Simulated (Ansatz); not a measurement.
# BAu2 (built on the sites of a database entry of AlAu2): phonons and vibrational spectra, part 2 of 2

Task: relax BAu2 (built on the sites of a database entry of AlAu2), then find its harmonic phonons.

Ansatz 0.2.0; DFT PBEsol, scalar-relativistic, plane waves, norm-conserving pseudopotentials.

So far: Set-up; Relaxation. The relaxed cell has a = 2.849, c = 10.120 Å (conventional setting).

The structure was built from a prototype and need not be the compound's stable phase.

## Step 3: Relaxing to small forces for the phonons

Phonons need a cell at rest on their own settings, so the relaxation is repeated with tight tolerances on forces and stress, using the mesh and the filling of the phonon run that follows.

Input file input.yaml:

```yaml
crystal:
  lattice:
    - [-1.4243740387, 1.4243740387, 5.0597980039]
    - [1.4243740387, -1.4243740387, 5.0597980039]
    - [1.4243740387, 1.4243740387, -5.0597980039]
  atoms:
    - { symbol: B, position: [0.0, 0.0, 0.0] }
    - { symbol: Au, position: [0.6384350863, 0.6384350863, 0.0] }
    - { symbol: Au, position: [0.3615649137, 0.3615649137, 0.0] }
kpoints:
  mp_grid: { grid: [18, 18, 18] }
hamiltonian:
  xc: pbesol
  pseudopotentials: { kind: nc }
scf:
  occupations: { method: methfessel_paxton, width: 0.2 }
output:
  forces: true
  stress: true
  eigenvalues: true
  write_density: true
  write_potential: true
  elf: true
  volumetric_format: npy
relax:
  adjacent_minimum: "off"
  f_tol: 0.001
  max_steps: 60
  cell: { stress_tol: 0.01 }
```

Run with:

```sh
$ ansatz run input.yaml --threads 8 --pin off --max-ram 14336MiB --backend cpu --events-out ev --progress --plain --runs-dir out
```

Numbers of over 12 decimals in the logs are rounded to 6 here.

Log:

```text
[...]
--- Relaxed structure (3 steps of the walk, 2 accepted, 1 SCFs on fresh bases) ---
[...]
cell:  # Å, volume = 41.0673 Å³
    - [-1.424371, 1.424371, 5.060459]
    - [1.424371, -1.424371, 5.060459]
    - [1.424371, 1.424371, -5.060459]
  atoms:
    - { symbol: B, position: [0, 0, 0] }
    - { symbol: Au, position: [0.638429, 0.638429, 0] }
    - { symbol: Au, position: [0.361571, 0.361571, 0] }
[key lines of the parts left out:]
SCF converged after 10 iterations
Free energy (F): -8100.788709 eV
Fermi energy:    19.666807 eV
P = ⅓ Tr σ = 0.0008 GPa (0.008 kbar)
```

The job ended after 1.8 min (8 threads of Arm Neoverse N1, shared host; peak memory 1.4 GiB; 14 min of CPU time).

Little changed from the start: no atom moved by 0.005 Å and no cell edge by 0.1 %.

This step gave:

```yaml
pressure: 8.41e-4 GPa
```

Valence density in the ab plane of the cell as run, not the conventional one, at fractional z = 0.000, with atoms of B and Au within 0.2 Å of it. It is the smooth field of the valence electrons, not physical close to the nuclei.

Ten even steps from '_' (0.12 × 1e0 e/Å³) to '@' (9.54 × 1e0 e/Å³), each cell a mean:
```
______________________________
______________..______________
____________..----..__________
____________..**@@##::________
______________==@@**%%::______
______________..##****##..____
____..--::______::##@@@@--____
____::##@@++..____..==**--..__
____..**@@%%**..______....____
______::%%==%%++______________
________--%%@@@@::____________
__________::**##--____________
____________..::..____________
______________________________
______________________________
```
Columns run along a (5.4 Å), rows up along b (5.4 Å). Atoms in or near the plane, at fractional coordinates: B at (0.00, 0.00), Au at (0.64, 0.64), Au at (0.36, 0.36).

ELF in the ab plane of the cell as run, not the conventional one, at fractional z = 0.000, with atoms of B and Au within 0.2 Å of it. It is the smooth field of the valence electrons, not physical close to the nuclei.

Values, 15 rows by 15 columns, each cell a mean:
```
0.07 0.18 0.59 0.51 0.28 0.24 0.25 0.24 0.21 0.18 0.17 0.19 0.36 0.58 0.40
0.47 0.31 0.51 0.60 0.38 0.30 0.36 0.38 0.32 0.24 0.18 0.14 0.18 0.37 0.58
0.57 0.60 0.59 0.59 0.43 0.34 0.46 0.61 0.58 0.44 0.28 0.17 0.13 0.18 0.36
0.33 0.47 0.54 0.51 0.40 0.32 0.45 0.69 0.69 0.67 0.52 0.29 0.17 0.14 0.19
0.22 0.29 0.36 0.37 0.32 0.26 0.33 0.62 0.58 0.33 0.65 0.52 0.28 0.17 0.17
0.22 0.29 0.37 0.37 0.31 0.24 0.23 0.41 0.67 0.33 0.34 0.68 0.43 0.24 0.18
0.21 0.31 0.48 0.58 0.51 0.35 0.23 0.24 0.46 0.66 0.56 0.69 0.58 0.32 0.21
0.20 0.28 0.50 0.72 0.68 0.64 0.42 0.23 0.24 0.42 0.62 0.69 0.61 0.38 0.24
0.19 0.23 0.39 0.68 0.52 0.44 0.66 0.41 0.23 0.23 0.34 0.45 0.47 0.36 0.25
0.19 0.18 0.27 0.52 0.64 0.21 0.46 0.64 0.35 0.24 0.27 0.33 0.35 0.31 0.24
0.19 0.15 0.18 0.31 0.57 0.63 0.50 0.71 0.51 0.30 0.32 0.40 0.44 0.39 0.29
0.32 0.17 0.13 0.18 0.31 0.52 0.67 0.71 0.58 0.37 0.37 0.51 0.58 0.60 0.51
0.56 0.34 0.17 0.13 0.18 0.28 0.40 0.50 0.48 0.36 0.35 0.54 0.60 0.50 0.57
0.45 0.57 0.34 0.17 0.15 0.18 0.23 0.29 0.31 0.29 0.29 0.47 0.62 0.32 0.18
0.08 0.46 0.56 0.31 0.19 0.19 0.20 0.20 0.22 0.22 0.22 0.32 0.57 0.48 0.07
```
Columns run along a (5.4 Å), rows up along b (5.4 Å). Atoms in or near the plane, at fractional coordinates: B at (0.00, 0.00), Au at (0.64, 0.64), Au at (0.36, 0.36).

Electrostatic potential energy in the ab plane of the cell as run, not the conventional one, at fractional z = 0.000, with atoms of B and Au within 0.2 Å of it. With pseudopotentials it is smooth inside the atoms' cores, unlike the true potential.

Ten even steps from '_' (-152 eV) to '@' (22 eV), each cell a mean:
```
++**%%@@@@@@@@@@@@@@@@@@@@@@##
%%##%%@@@@@@@@%%@@@@@@@@@@@@@@
@@@@@@@@@@@@%%**##%%@@@@@@@@@@
@@@@@@@@@@@@%%==::==##@@@@@@@@
@@@@@@@@@@@@@@**____::##@@@@@@
@@@@@@@@@@@@@@%%==____==%%@@@@
@@@@%%####@@@@@@%%==__::##@@@@
@@@@%%==::++%%@@@@%%**==**%%@@
@@@@%%++____==%%@@@@@@%%%%@@@@
@@@@@@##::____++@@@@@@@@@@@@@@
@@@@@@@@##::__::##@@@@@@@@@@@@
@@@@@@@@@@##++==##@@@@@@@@@@@@
@@@@@@@@@@@@%%%%%%@@@@@@@@%%%%
%%@@@@@@@@@@@@@@@@@@@@@@@@##**
++%%@@@@@@@@@@@@@@@@@@@@@@%%++
```
Columns run along a (5.4 Å; values clipped at the 3rd and 97th percentile), rows up along b (5.4 Å). Atoms in or near the plane, at fractional coordinates: B at (0.00, 0.00), Au at (0.64, 0.64), Au at (0.36, 0.36).

The largest force component left is 0.21 meV/Å and the pressure is 0.001 GPa, within the tolerances set. The cell now holds 13.69 Å³/atom.

## Step 4: Linear response at the zone centre

The zone centre is the only wavevector solved here; it holds the modes that light can see, as far as symmetry allows. No field response is asked, since the mesh shows no gap.

input.yaml, the sections that differ from step 3:

```yaml
crystal:
  lattice:
    - [-1.4243709866, 1.4243709866, 5.0604588237]
    - [1.4243709866, -1.4243709866, 5.0604588237]
    - [1.4243709866, 1.4243709866, -5.0604588237]
  atoms:
    - { symbol: B, position: [0.0, 0.0, 0.0] }
    - { symbol: Au, position: [0.6384293737, 0.6384293737, 0.0] }
    - { symbol: Au, position: [0.3615706263, 0.3615706263, 0.0] }
output:
  eigenvalues: true
phonons:
  method: dfpt
# kpoints, hamiltonian, scf: as in step 3
# relax: removed
```

Log:

```text
zone centre: on kpoints.mp_grid the ground state, and the responses unless they are solved on pairs of k-points, stand on 865 of the mesh's 5832 k-points, reduced under 4 symmetry operations, with k and −k counted as one. Each operation leaves every solved displacement unchanged or reverses it
[...]
Crystal: 3 atoms, lattice volume = 41.067 Å³
Basis set: ecut = 1034.032677 eV, 3163 PW (Γ), exchange–correlation on 120×120×120 points (8 copies of the dense FFT grid, shifted against one another)
Bands: 25, of which v1, the nominal top of the filled ones, is band 21 counted from 1 (20 counted from 0)
Symmetry: 16 space group operations
k-points: 865 of 5832 (irreducible under 4 space group operations, time reversal used)
[...]
SCF iter   1: F=—  HF=-8103.120700 eV  |F-HF|=—  |Δ(HF+E_count)|=         —  Δρ=1.24e-1  dr2=1.11e1  ethr=3.10e-3  ⟨swp⟩=7.5  Hψ=104438  notcnv=0
[...]
SCF iter  12: F=-8100.788709 eV  HF=-8100.788709 eV  |F-HF|=5.46e-12  |Δ(HF+E_count)|=  9.09e-13  S|Δr|=    0.00e0  Δρ=1.17e-7  dr2=3.12e-12  ethr=1.00e-12  ⟨swp⟩=10.6  Hψ=140135  notcnv=0
SCF 1 converged in 12 iterations: F = -8100.788709 eV  dr2 = 3.12e-12
DFPT response loops at Γ: preconditioner auto → Kerker (q_TF=auto, 2.728 Å⁻¹) (partly filled bands, converged f_vac=0.000); β = 1.00, the filter's whole step (`scf.mixing.beta` (0.50) is not read by the response loops under this deck's `scf.mixing.preconditioner`; to damp them name `kerker` or `kerker_dos`, under which they read `scf.mixing.beta`, and type it under 1.00, their step now; both keys bind the ground state too); Broyden in place of MSR1
SCF converged after 12 iterations
[...]
Free energy (F): -8100.788709 eV
[...]
Internal energy: -8100.787791 eV  (E = F + TS)
E sigma→0 (E₀):  -8100.788480 eV
Entropy (-TS):   -0.000919 eV (-0.306 meV/atom)
Fermi energy:    19.666807 eV
[...]
--- Band table (eV; the first three rows and the last of 865) ---
  k-point 0: bands = [... 17 lower, 15.2339, 15.9651, 16.3649, 18.1382, 23.3442, 23.3442, 28.1128, 29.6121]
  k-point 1: bands = [... 17 lower, 15.7365, 16.1289, 16.2804, 18.2289, 23.0582, 23.2365, 27.6576, 29.8794]
  k-point 2: bands = [... 17 lower, 15.4885, 16.0241, 17.1702, 18.4780, 22.3977, 22.9607, 26.7356, 30.3044]
  k-point 864: bands = [... 17 lower, 16.2626, 16.3809, 16.3809, 21.1395, 22.5199, 22.5199, 24.8732, 30.5239]
--- Phonons (Γ-DFPT): 4 representative perturbations + reference, on 865 of 5832 k-points (Σ response iterations 14) ---
  k mesh reduced under 4 symmetry operations, with k and −k counted as one. Each operation leaves every solved displacement unchanged or reverses it
  ASR residual: 1.497e-4 → 0.000e0 eV/Å²; symmetrization residual: 8.169e-6 eV/Å²
  ASR residual per site (eV/Å²): 1.26e-5 1.50e-4 1.50e-4
  Γ frequencies (cm⁻¹): -108.32 -108.32 -33.97 -33.97 0.00 0.00 0.00 136.71 183.75
  non-analytic LO–TO correction: not included (Born effective charges unavailable; polar crystals: no LO–TO splitting at Γ)
```

Elapsed: 9.5 min, on 8 threads; peak memory 7.5 GiB; 74 min of CPU time.

The column dr2 measures how far the density is from self-consistency, as an energy; F and HF (Harris–Foulkes) agree once it is small.

This step gave:

```
sum-rule residual before enforcement                    : 1.50e-4 eV/Å²
point group                                             : 4/mmm
highest optical mode at the zone centre (no LO-TO term) : 183.8 cm⁻¹
lowest optical zone-centre mode                         : -108.3 cm⁻¹
```

Patterns of degenerate modes are one choice out of their space. The modes at Γ (shares of kinetic energy by element, %) (negative means imaginary):

| mode | frequency (cm⁻¹) | symmetry | B % | Au % |
| --- | --- | --- | --- | --- |
| 1 | -108.3 | Eu | 97 | 3 |
| 2 | -108.3 | Eu | 97 | 3 |
| 3 | -34.0 | Eg | 0 | 100 |
| 4 | -34.0 | Eg | 0 | 100 |
| 5 | 0.0 | acoustic | 3 | 97 |
| 6 | 0.0 | acoustic | 3 | 97 |
| 7 | 0.0 | acoustic | 3 | 97 |
| 8 | 136.7 | A1g | 0 | 100 |
| 9 | 183.8 | A2u | 97 | 3 |

Displacements in mode 1 (-108.3 cm⁻¹), the largest set to 1:
```
B1   1.00  0.00  0.00
Au2 -0.03  0.00  0.00
Au3 -0.03  0.00  0.00
```

Displacements in mode 9 (183.8 cm⁻¹), the largest set to 1:
```
B1   0.00  0.00  1.00
Au2  0.00  0.00 -0.03
Au3  0.00  0.00 -0.03
```

Before it was imposed, the acoustic sum rule was missed by 1.5e-4 eV/Å². Small misses are needed for a sound result but don't prove that mesh and cutoff are converged. The lowest optical mode is imaginary, 108.3i cm⁻¹, so the energy falls along it.

## Step 5: Isotope substitution

An isotope changes the mass and not the force constants, so no new electronic calculation is needed; the shifts show which modes move this element.

The same force constants with the mass of B changed from 10.810 to 10.013 u (phonopy, no LO-TO term). Both lists are sorted by frequency; levels can cross, so a row need not hold one and the same mode. Modes under 3 cm⁻¹ are left out. Isotope shifts, by row:

| q | rank | natural mass (cm⁻¹) | changed mass (cm⁻¹) |
| --- | --- | --- | --- |
| 0 0 0 | 1 | -108.3 | -112.4 |
| 0 0 0 | 2 | -108.3 | -112.4 |
| 0 0 0 | 3 | -33.97 | -33.97 |
| 0 0 0 | 4 | -33.97 | -33.97 |
| 0 0 0 | 8 | 136.7 | 136.7 |
| 0 0 0 | 9 | 183.8 | 190.7 |

A mode of this element alone would shift by +3.90 %. The highest zone-centre frequency without the field goes from 183.8 to 190.7 cm⁻¹ (+3.8 %).

## Step 6: Outcome

| Item | Value |
| --- | --- |
| space group after relaxation (within 0.01 Å) | I4/mmm |
| volume per atom | 13.7 Å³ |
| electronic character | no gap on this mesh |
| highest optical mode at the zone centre (no LO-TO term) | 184 cm⁻¹ |
| lowest optical zone-centre mode | -108 cm⁻¹ |
| imaginary modes at Γ (the only wavevector solved) | yes |

What this shows: A zone-centre mode is imaginary (108.3i cm⁻¹), so this structure is not a minimum of the energy. The optical modes at Γ span -108 to 184 cm⁻¹ (negative means imaginary). No dispersion was computed. The highest mode in this list at Γ, 183.8 cm⁻¹, is mostly motion of B (97 % of the kinetic energy). With no gap, or one that is small against the smearing, the frequencies hang on the k mesh and the smearing, most of all near Kohn anomalies. The phonon runs are without spin polarisation, although the cell has an odd electron count. Spin-orbit coupling is left out, which can matter for the heavy elements here. The starting cell was built on a prototype and not taken from a measurement, so the phase need not exist. These are harmonic frequencies at zero temperature: anharmonic shifts, linewidths and thermal expansion are left out.

[Logs are printed without paths, hosts, clocks, repeated set-up lines and the standing remarks that a program may print on its own settings, such as how far it seeks lower states.]

[Hosts, paths, dates, database ids (printed as entryN), source tags and the programs' standing remarks are cut or masked in the printed files.]
